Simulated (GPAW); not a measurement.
# Core-hole calculation of the B K edge in CrB (Cmcm)

Aim: the near-edge shape at the B K edge of CrB (Cmcm), and what the core hole does to it.

Method: X-ray absorption from dipole matrix elements to empty bands, plane-wave PAW LDA, in GPAW 26.7.0.

This is a report of a sequence of runs, with most program output left out.

**1. The structure**

The structure is orthorhombic, space group Cmcm (No. 63). The conventional cell has a = 2.969 Å, b = 7.858 Å, c = 2.932 Å, α = 90.00°, β = 90.00°, γ = 90.00°. Cr has 7 B at 2.18 to 2.28 Å nearest. B has 2 B at 1.79 Å and 7 Cr at 2.18 to 2.28 Å nearest. Farther neighbours are not listed.

**2. Ground state of the crystal**

The ground state comes first: it tells whether the system has a gap, which decides how the excited electron is treated.

The input, scf.py:

```python
import numpy as np
from ase import Atoms
from ase.parallel import parprint, paropen
from gpaw import GPAW, PW, FermiDirac, Mixer, MixerDif, setup_paths
from gpaw.test import gen
setup_paths.insert(0, '.')
gen('B', name='nch1s', xcname='LDA', corehole=(1, 0, 0), write_xml=True)
from gpaw.mpi import world
world.barrier()

atoms = Atoms('Cr2B2',
    cell=[[1.4845, -3.929, 0],
     [1.4845, 3.929, 0],
     [0, 0, 2.932]],
    scaled_positions=[[0.1445, 0.8555, 0.25],
     [0.8555, 0.1445, 0.75],
     [0.435, 0.565, 0.25],
     [0.565, 0.435, 0.75]],
    magmoms=[3.0, 3.0, 0.0, 0.0],
    pbc=True)
atoms.calc = calc = GPAW(legacy_gpaw=True, mode=PW(430), xc='LDA', setups={2: 'nch1s'},
    kpts={'size': (9, 9, 8), 'gamma': True}, occupations=FermiDirac(0.05),
    charge=0, mixer=MixerDif(0.05, 8, 50), maxiter=150,
    convergence={'density': 0.0001}, txt='scf.txt')
energy = atoms.get_potential_energy() + calc.get_reference_energy()
ef = calc.get_fermi_level()
out = dict(energy=energy, fermi=ef, forces=atoms.get_forces().tolist(), magmoms=atoms.get_magnetic_moments().tolist())
parprint(f'all-electron energy {energy:.4f} eV, Fermi level {ef:.4f} eV')
ev = np.array([[calc.get_eigenvalues(k, s) for k in range(len(calc.get_ibz_k_points()))] for s in range(calc.get_number_of_spins())])
out['homo'], out['lumo'], out['counts'] = ev[ev < ef].max(), ev[ev > ef].min(), sorted(set((ev < ef).sum((0, 2)).tolist()))
out['filled'] = (ev[:, 0] < ef).sum(1).tolist()
import json
with paropen('out.json', 'w') as f:
    json.dump(out, f)
```

Run with:

```console
$ OMP_NUM_THREADS=1 mpirun -n 4 gpaw python scf.py
```

The job ended after 93 s (4 MPI ranks of Arm Neoverse V1, shared host; peak memory 0.24 GiB).

The mesh shows no gap, so the system is treated as a metal and the core electron is put at the Fermi level (neutral cell).

**3. Spectrum without a core hole, B atom 3**

This cheap baseline ignores the attraction of the hole: it shows the absorber's empty states as they are in the ground state. The data set with a hole of occupation 0 only carries the core orbital.

The absorber has 2 B at 1.79 Å, 4 Cr at 2.18 Å, 2 Cr at 2.22 Å and 1 Cr at 2.28 Å (9-fold, site symmetry m2m).

The input, xas.py:

```python
import numpy as np
from ase import Atoms
from ase.parallel import parprint, paropen
from gpaw import GPAW, PW, FermiDirac, Mixer, MixerDif, setup_paths
from gpaw.test import gen
setup_paths.insert(0, '.')
gen('B', name='nch1s', xcname='LDA', corehole=(1, 0, 0), write_xml=True)
from gpaw.mpi import world
world.barrier()

atoms = Atoms('Cr2B2',
    cell=[[1.4845, -3.929, 0],
     [1.4845, 3.929, 0],
     [0, 0, 2.932]],
    scaled_positions=[[0.1445, 0.8555, 0.25],
     [0.8555, 0.1445, 0.75],
     [0.435, 0.565, 0.25],
     [0.565, 0.435, 0.75]],
    magmoms=[3.0, 3.0, 0.0, 0.0],
    pbc=True)
atoms.calc = calc = GPAW(legacy_gpaw=True, mode=PW(430), xc='LDA', setups={2: 'nch1s'},
    kpts={'size': (12, 12, 12), 'gamma': True}, occupations=FermiDirac(0.1),
    charge=0, mixer=MixerDif(0.05, 8, 50), maxiter=150,
    convergence={'density': 0.0001}, txt='scf.txt')
energy = atoms.get_potential_energy() + calc.get_reference_energy()
ef = calc.get_fermi_level()
out = dict(energy=energy, fermi=ef, forces=atoms.get_forces().tolist(), magmoms=atoms.get_magnetic_moments().tolist())
parprint(f'all-electron energy {energy:.4f} eV, Fermi level {ef:.4f} eV')
ev = np.array([[calc.get_eigenvalues(k, s) for k in range(len(calc.get_ibz_k_points()))] for s in range(calc.get_number_of_spins())])
out['homo'], out['lumo'], out['counts'] = ev[ev < ef].max(), ev[ev > ef].min(), sorted(set((ev < ef).sum((0, 2)).tolist()))
out['filled'] = (ev[:, 0] < ef).sum(1).tolist()

from ase.units import Ha
from gpaw.xas import dipole_matrix_elements
nb = int(calc.get_number_of_electrons() / 2) + 34
top = nb
nscf = calc.fixed_density(kpts={'size': (7, 7, 7), 'gamma': True},
    convergence={'eigenstates': 1.0}, txt='nscf.txt')
nscf.diagonalize_full_hamiltonian(nbands=nb)
cell = atoms.cell.array
ops = [cell.T @ U.T @ np.linalg.inv(cell.T) for U in nscf.wfs.kd.symmetry.op_scc]
E = np.arange(-25, 34, 0.1)
fwhm = np.interp(E, [4, 25], [0.9, 3.5])
Y, X, zero, highest = 0, 0, 1e9, 1e9
for spin in range(nscf.get_number_of_spins()):
    wfs = nscf.wfs
    A = dipole_matrix_elements(wfs.setups[2])
    eps = np.zeros((wfs.kd.nibzkpts, nb))
    d = np.zeros((3, A.shape[1], wfs.kd.nibzkpts, nb), complex)
    for kpt in wfs.kpt_u:
        if kpt.s == spin and 2 in kpt.P_ani:
            eps[kpt.k] = kpt.eps_n * Ha
            d[:, :, kpt.k] = (kpt.weight * wfs.nspins / 2) ** 0.5 * np.inner(A, kpt.P_ani[2])
    world.sum(eps)
    world.sum(d)
    T = np.einsum('amkn,bmkn->abkn', d, d.conj()).real
    T = sum(np.einsum('ai,ijkn,bj->abkn', R, T, R) for R in ops) / len(ops)
    empty = eps > ef
    zero, highest = min(zero, eps[empty].min()), min(highest, eps[:, top - 1].min())
    lines = [(eps, T, empty)] if spin == 0 else lines + [(eps, T, empty)]
for eps, T, empty in lines:
    f = np.einsum('aakn->akn', T).reshape(3, -1)
    x = eps.ravel() - zero
    w = np.interp(x, E, fwhm) / 2.35482
    g = np.exp(-0.5 * ((E[:, None] - x) / w) ** 2) / (w * (2 * np.pi) ** 0.5)
    Y = Y + (f * empty.ravel()) @ g.T
    X = X + (f * ~empty.ravel()) @ g.T
out.update(E=E.round(2).tolist(), xas=Y.tolist(), xes=X.tolist(), zero=zero, valid=highest - zero, nk=len(eps), nb=nb)
for i in range(0, len(E), 10):
    parprint(f'{E[i]:7.2f}', *(f'{v:10.3e}' for v in Y[:, i]))
import json
with paropen('out.json', 'w') as f:
    json.dump(out, f)
```

Run with:

```console
$ OMP_NUM_THREADS=1 mpirun -n 4 gpaw python xas.py
```

It took 4.8 min on 4 MPI ranks; peak memory 0.39 GiB; 19 min of CPU time.

The B K spectrum, B atom 3, no core hole (energy from the lowest empty level; intensity scaled to a mean of 1 over the first 20 eV; polarised curves are means over the symmetry-equivalent atoms):

```csv
E (eV),isotropic,ε ∥ x,ε ∥ y,ε ∥ z
-2.0,0.00,0.00,0.00,0.00
-1.5,0.00,0.00,0.00,0.00
-1.0,0.00,0.00,0.00,0.00
-0.5,0.03,0.03,0.02,0.03
0.0,0.16,0.20,0.11,0.16
0.5,0.32,0.41,0.22,0.32
1.0,0.44,0.42,0.31,0.58
1.5,0.58,0.37,0.51,0.85
2.0,0.59,0.33,0.59,0.86
2.5,0.61,0.40,0.55,0.88
3.0,0.78,0.61,0.67,1.05
3.5,0.93,0.69,1.07,1.03
4.0,0.92,0.73,1.45,0.56
4.5,0.95,0.98,1.66,0.21
5.0,0.97,1.34,1.46,0.11
5.5,1.06,2.19,0.92,0.06
6.0,1.29,3.24,0.55,0.07
6.5,1.31,3.43,0.36,0.16
7.0,1.00,2.35,0.25,0.42
7.5,0.80,1.21,0.36,0.84
8.0,0.81,0.61,0.67,1.16
8.5,0.90,0.40,1.02,1.28
9.0,1.01,0.36,1.30,1.37
9.5,1.12,0.36,1.56,1.43
10.0,1.17,0.35,1.79,1.37
10.5,1.24,0.41,2.00,1.31
11.0,1.37,0.54,2.11,1.46
11.5,1.47,0.69,2.01,1.71
12.0,1.45,0.81,1.73,1.82
12.5,1.32,0.86,1.37,1.73
13.0,1.19,0.88,1.09,1.59
13.5,1.13,0.91,0.95,1.52
14.0,1.15,0.99,0.92,1.52
14.5,1.18,1.10,0.91,1.52
15.0,1.16,1.17,0.89,1.43
15.5,1.10,1.15,0.88,1.28
16.0,1.04,1.08,0.89,1.13
16.5,1.00,1.01,0.95,1.05
17.0,1.01,1.01,1.00,1.01
17.5,1.02,1.05,1.01,1.01
18.0,1.02,1.10,0.97,1.00
18.5,1.01,1.14,0.90,0.98
19.0,0.98,1.16,0.81,0.97
19.5,0.96,1.15,0.74,0.98
20.0,0.93,1.11,0.68,1.01
20.5,0.90,1.01,0.65,1.03
21.0,0.84,0.87,0.62,1.03
21.5,0.76,0.71,0.60,0.98
22.0,0.67,0.55,0.57,0.88
22.5,0.58,0.43,0.55,0.77
23.0,0.53,0.37,0.55,0.66
23.5,0.50,0.36,0.56,0.57
24.0,0.49,0.39,0.57,0.51
24.5,0.50,0.44,0.60,0.48
25.0,0.52,0.49,0.62,0.45
25.5,0.54,0.53,0.64,0.44
26.0,0.55,0.57,0.65,0.43
26.5,0.57,0.59,0.68,0.44
27.0,0.59,0.60,0.70,0.46
27.5,0.61,0.62,0.74,0.49
28.0,0.64,0.63,0.77,0.52
28.5,0.66,0.64,0.80,0.54
```

Main maxima below 24 eV (height): 3.6 eV (0.94), 6.3 eV (1.35), 11.7 eV (1.48), 14.6 eV (1.18) and 17.8 eV (1.03). A K edge sees empty p states on the absorber.

The same matrix elements for filled bands give the B K emission of B atom 3 (ground-state approximation; energy from the lowest empty level, largest value 1):

```csv
E (eV),emission
-24.00,0.00
-23.25,0.00
-22.50,0.00
-21.75,0.00
-21.00,0.00
-20.25,0.00
-19.50,0.00
-18.75,0.00
-18.00,0.00
-17.25,0.00
-16.50,0.00
-15.75,0.00
-15.00,0.00
-14.25,0.00
-13.50,0.00
-12.75,0.01
-12.00,0.02
-11.25,0.05
-10.50,0.07
-9.75,0.08
-9.00,0.08
-8.25,0.14
-7.50,0.14
-6.75,0.30
-6.00,0.27
-5.25,0.51
-4.50,0.79
-3.75,0.96
-3.00,0.74
-2.25,0.27
-1.50,0.11
-0.75,0.09
0.00,0.07
0.75,0.00
1.50,0.00
2.25,0.00
3.00,0.00
```

Emission maxima: -3.6 eV (1.00).

**4. Reference energy of the supercell**

The photon energy needs a difference of total energies, so the cell and mesh of the coming hole run are first run without a hole.

Changes to scf.py since step 2:

```diff
@@ -10,14 +10,38 @@
 
-atoms = Atoms('Cr2B2',
-    cell=[[1.4845, -3.929, 0],
-     [1.4845, 3.929, 0],
-     [0, 0, 2.932]],
-    scaled_positions=[[0.1445, 0.8555, 0.25],
-     [0.8555, 0.1445, 0.75],
-     [0.435, 0.565, 0.25],
-     [0.565, 0.435, 0.75]],
-    magmoms=[3.0, 3.0, 0.0, 0.0],
+atoms = Atoms('Cr14B14',
+    cell=[[-5.938, 0, 2.932],
+     [-4.4535, 3.929, -2.932],
+     [-4.4535, -3.929, -2.932]],
+    scaled_positions=[[0.96428571, 0.21264286, 0.50164286],
+     [0.25, 0.3555, 0.6445],
+     [0.53571429, 0.49835714, 0.78735714],
+     [0.10714286, 0.78407143, 0.07307143],
+     [0.82142857, 0.64121429, 0.93021429],
+     [0.39285714, 0.92692857, 0.21592857],
+     [0.67857143, 0.06978571, 0.35878571],
+     [0.17857143, 0.35878571, 0.06978571],
+     [0.46428571, 0.50164286, 0.21264286],
+     [0.75, 0.6445, 0.3555],
+     [0.32142857, 0.93021429, 0.64121429],
+     [0.03571429, 0.78735714, 0.49835714],
+     [0.60714286, 0.07307143, 0.78407143],
+     [0.89285714, 0.21592857, 0.92692857],
+     [0.96428571, 0.92214286, 0.79214286],
+     [0.25, 0.065, 0.935],
+     [0.53571429, 0.20785714, 0.07785714],
+     [0.10714286, 0.49357143, 0.36357143],
+     [0.82142857, 0.35071429, 0.22071429],
+     [0.39285714, 0.63642857, 0.50642857],
+     [0.67857143, 0.77928571, 0.64928571],
+     [0.17857143, 0.64928571, 0.77928571],
+     [0.46428571, 0.79214286, 0.92214286],
+     [0.75, 0.935, 0.065],
+     [0.32142857, 0.22071429, 0.35071429],
+     [0.03571429, 0.07785714, 0.20785714],
+     [0.60714286, 0.36357143, 0.49357143],
+     [0.89285714, 0.50642857, 0.63642857]],
+    magmoms=[3.0, 3.0, 3.0, 3.0, 3.0, 3.0, 3.0, 3.0, 3.0, 3.0, 3.0, 3.0, 3.0, 3.0, 0.0, 0.0, 0.0, 0.0, 0.0, 0.0, 0.0, 0.0, 0.0, 0.0, 0.0, 0.0, 0.0, 0.0],
     pbc=True)
-atoms.calc = calc = GPAW(legacy_gpaw=True, mode=PW(430), xc='LDA', setups={2: 'nch1s'},
-    kpts={'size': (9, 9, 8), 'gamma': True}, occupations=FermiDirac(0.05),
+atoms.calc = calc = GPAW(legacy_gpaw=True, mode=PW(430), xc='LDA', setups={14: 'nch1s'},
+    kpts={'size': (3, 3, 3), 'gamma': True}, occupations=FermiDirac(0.1),
     charge=0, mixer=MixerDif(0.05, 8, 50), maxiter=150,
```

Run with:

```console
$ OMP_NUM_THREADS=1 mpirun -n 4 gpaw python scf.py
```

Wall time 7.6 min (4 MPI ranks); peak memory 0.69 GiB.

Reference energy: -408917.038 eV with the cores included.

**5. Spectrum with XCH, B atom 3**

The holes are 6.6 Å apart. In GPAW the data set carries the hole's charge, so charge=0 means a charged cell and charge=-1 a neutral one. The excited electron is kept in the cell, where it fills the lowest empty states and screens the hole. After the field has converged, empty bands are computed with the density fixed and the dipole matrix elements are summed.

The input, xas.py:

```python
import numpy as np
from ase import Atoms
from ase.parallel import parprint, paropen
from gpaw import GPAW, PW, FermiDirac, Mixer, MixerDif, setup_paths
from gpaw.test import gen
setup_paths.insert(0, '.')
gen('B', name='fch1s', xcname='LDA', corehole=(1, 0, 1), write_xml=True)
from gpaw.mpi import world
world.barrier()

atoms = Atoms('Cr14B14',
    cell=[[-5.938, 0, 2.932],
     [-4.4535, 3.929, -2.932],
     [-4.4535, -3.929, -2.932]],
    scaled_positions=[[0.96428571, 0.21264286, 0.50164286],
     [0.25, 0.3555, 0.6445],
     [0.53571429, 0.49835714, 0.78735714],
     [0.10714286, 0.78407143, 0.07307143],
     [0.82142857, 0.64121429, 0.93021429],
     [0.39285714, 0.92692857, 0.21592857],
     [0.67857143, 0.06978571, 0.35878571],
     [0.17857143, 0.35878571, 0.06978571],
     [0.46428571, 0.50164286, 0.21264286],
     [0.75, 0.6445, 0.3555],
     [0.32142857, 0.93021429, 0.64121429],
     [0.03571429, 0.78735714, 0.49835714],
     [0.60714286, 0.07307143, 0.78407143],
     [0.89285714, 0.21592857, 0.92692857],
     [0.96428571, 0.92214286, 0.79214286],
     [0.25, 0.065, 0.935],
     [0.53571429, 0.20785714, 0.07785714],
     [0.10714286, 0.49357143, 0.36357143],
     [0.82142857, 0.35071429, 0.22071429],
     [0.39285714, 0.63642857, 0.50642857],
     [0.67857143, 0.77928571, 0.64928571],
     [0.17857143, 0.64928571, 0.77928571],
     [0.46428571, 0.79214286, 0.92214286],
     [0.75, 0.935, 0.065],
     [0.32142857, 0.22071429, 0.35071429],
     [0.03571429, 0.07785714, 0.20785714],
     [0.60714286, 0.36357143, 0.49357143],
     [0.89285714, 0.50642857, 0.63642857]],
    magmoms=[3.0, 3.0, 3.0, 3.0, 3.0, 3.0, 3.0, 3.0, 3.0, 3.0, 3.0, 3.0, 3.0, 3.0, 0.0, 0.0, 0.0, 0.0, 0.0, 0.0, 0.0, 0.0, 0.0, 0.0, 0.0, 0.0, 0.0, 0.0],
    pbc=True)
atoms.calc = calc = GPAW(legacy_gpaw=True, mode=PW(430), xc='LDA', setups={14: 'fch1s'},
    kpts={'size': (3, 3, 3), 'gamma': True}, occupations=FermiDirac(0.1),
    charge=-1, mixer=MixerDif(0.05, 8, 50), maxiter=150,
    convergence={'density': 0.0001}, txt='scf.txt')
energy = atoms.get_potential_energy() + calc.get_reference_energy()
ef = calc.get_fermi_level()
out = dict(energy=energy, fermi=ef, forces=atoms.get_forces().tolist(), magmoms=atoms.get_magnetic_moments().tolist())
parprint(f'all-electron energy {energy:.4f} eV, Fermi level {ef:.4f} eV')
ev = np.array([[calc.get_eigenvalues(k, s) for k in range(len(calc.get_ibz_k_points()))] for s in range(calc.get_number_of_spins())])
out['homo'], out['lumo'], out['counts'] = ev[ev < ef].max(), ev[ev > ef].min(), sorted(set((ev < ef).sum((0, 2)).tolist()))
out['filled'] = (ev[:, 0] < ef).sum(1).tolist()

from ase.units import Ha
from gpaw.xas import dipole_matrix_elements
nb = int(calc.get_number_of_electrons() / 2) + 215
top, nb = nb, nb + 8 + nb // 12
nscf = calc.fixed_density(kpts={'size': (4, 4, 4), 'gamma': True}, nbands=nb,
    convergence={'bands': top, 'eigenstates': 1e-5}, maxiter=60, txt='nscf.txt')
cell = atoms.cell.array
ops = [cell.T @ U.T @ np.linalg.inv(cell.T) for U in nscf.wfs.kd.symmetry.op_scc]
E = np.arange(-6, 34, 0.1)
fwhm = np.interp(E, [4, 25], [0.9, 3.5])
Y, X, zero, highest = 0, 0, 1e9, 1e9
for spin in range(nscf.get_number_of_spins()):
    wfs = nscf.wfs
    A = dipole_matrix_elements(wfs.setups[14])
    eps = np.zeros((wfs.kd.nibzkpts, nb))
    d = np.zeros((3, A.shape[1], wfs.kd.nibzkpts, nb), complex)
    for kpt in wfs.kpt_u:
        if kpt.s == spin and 14 in kpt.P_ani:
            eps[kpt.k] = kpt.eps_n * Ha
            d[:, :, kpt.k] = (kpt.weight * wfs.nspins / 2) ** 0.5 * np.inner(A, kpt.P_ani[14])
    world.sum(eps)
    world.sum(d)
    T = np.einsum('amkn,bmkn->abkn', d, d.conj()).real
    T = sum(np.einsum('ai,ijkn,bj->abkn', R, T, R) for R in ops) / len(ops)
    empty = eps > ef
    zero, highest = min(zero, eps[empty].min()), min(highest, eps[:, top - 1].min())
    lines = [(eps, T, empty)] if spin == 0 else lines + [(eps, T, empty)]
for eps, T, empty in lines:
    f = np.einsum('aakn->akn', T).reshape(3, -1)
    x = eps.ravel() - zero
    w = np.interp(x, E, fwhm) / 2.35482
    g = np.exp(-0.5 * ((E[:, None] - x) / w) ** 2) / (w * (2 * np.pi) ** 0.5)
    Y = Y + (f * empty.ravel()) @ g.T
    X = X + (f * ~empty.ravel()) @ g.T
out.update(E=E.round(2).tolist(), xas=Y.tolist(), xes=X.tolist(), zero=zero, valid=highest - zero, nk=len(eps), nb=nb)
for i in range(0, len(E), 10):
    parprint(f'{E[i]:7.2f}', *(f'{v:10.3e}' for v in Y[:, i]))
import json
with paropen('out.json', 'w') as f:
    json.dump(out, f)
```

Run with:

```console
$ OMP_NUM_THREADS=1 mpirun -n 4 gpaw python xas.py
```

Elapsed: 24 min, on 4 MPI ranks; peak memory 1.3 GiB; 1.6 h of CPU time.

The B K spectrum, B atom 3, excited-electron core hole (neutral cell) (energy from the lowest empty level; intensity scaled to a mean of 1 over the first 20 eV; polarised curves are means over the symmetry-equivalent atoms):

```csv
E (eV),isotropic,ε ∥ x,ε ∥ y,ε ∥ z
-2.0,0.00,0.00,0.00,0.00
-1.5,0.00,0.00,0.00,0.00
-1.0,0.00,0.00,0.00,0.00
-0.5,0.05,0.06,0.04,0.07
0.0,0.29,0.33,0.22,0.32
0.5,0.61,0.63,0.45,0.73
1.0,0.87,0.64,0.78,1.19
1.5,1.02,0.62,1.16,1.29
2.0,1.02,0.75,1.20,1.13
2.5,1.21,1.24,1.27,1.13
3.0,1.55,1.78,1.83,1.03
3.5,1.63,1.90,2.21,0.79
4.0,1.51,2.43,1.76,0.34
4.5,1.42,2.86,1.23,0.17
5.0,1.24,2.87,0.73,0.13
5.5,0.99,2.35,0.47,0.15
6.0,0.75,1.40,0.48,0.37
6.5,0.81,0.70,0.63,1.11
7.0,1.25,0.42,1.05,2.27
7.5,1.55,0.28,1.59,2.80
8.0,1.48,0.21,1.88,2.37
8.5,1.31,0.23,1.89,1.83
9.0,1.25,0.27,1.84,1.63
9.5,1.23,0.30,1.80,1.58
10.0,1.21,0.37,1.70,1.56
10.5,1.18,0.52,1.47,1.55
11.0,1.12,0.69,1.16,1.51
11.5,1.03,0.82,0.88,1.37
12.0,0.92,0.90,0.68,1.18
12.5,0.86,0.96,0.58,1.04
13.0,0.86,1.01,0.56,1.00
13.5,0.87,1.04,0.58,0.99
14.0,0.86,1.02,0.60,0.96
14.5,0.82,0.97,0.61,0.88
15.0,0.76,0.91,0.62,0.76
15.5,0.73,0.88,0.64,0.66
16.0,0.72,0.87,0.67,0.61
16.5,0.72,0.86,0.70,0.61
17.0,0.72,0.84,0.70,0.63
17.5,0.71,0.81,0.66,0.64
18.0,0.68,0.78,0.61,0.64
18.5,0.65,0.77,0.55,0.65
19.0,0.64,0.75,0.51,0.66
19.5,0.63,0.72,0.49,0.68
20.0,0.61,0.66,0.48,0.69
20.5,0.57,0.56,0.47,0.66
21.0,0.51,0.45,0.46,0.61
21.5,0.45,0.35,0.45,0.53
22.0,0.40,0.29,0.45,0.45
22.5,0.37,0.26,0.45,0.39
23.0,0.36,0.27,0.47,0.35
23.5,0.37,0.31,0.49,0.32
24.0,0.40,0.36,0.51,0.32
24.5,0.42,0.41,0.53,0.32
25.0,0.45,0.46,0.56,0.32
25.5,0.47,0.50,0.58,0.33
26.0,0.49,0.52,0.60,0.35
26.5,0.51,0.54,0.62,0.37
27.0,0.53,0.55,0.64,0.40
```

Main maxima below 24 eV (height): 3.3 eV (1.65) and 7.6 eV (1.57). 

The total-energy difference is 185.19 eV.

[end of part 1 of 2]

[Logs are printed without paths, hosts, clocks, repeated set-up lines and the standing remarks that a program may print on its own settings, such as how far it seeks lower states.]

[Hosts, paths, dates, database ids (printed as entryN), source tags and the programs' standing remarks are cut or masked in the printed files.]

[Lists of maxima count a maximum above −3 eV only where it reaches 4 % of the highest in the window and stands out from its surroundings by 2 % of it (1.5 % where it reaches 55 %); shoulders and weaker maxima are passed over, and of the rest the first, up to two pre-edge ones and the few strongest are named.]
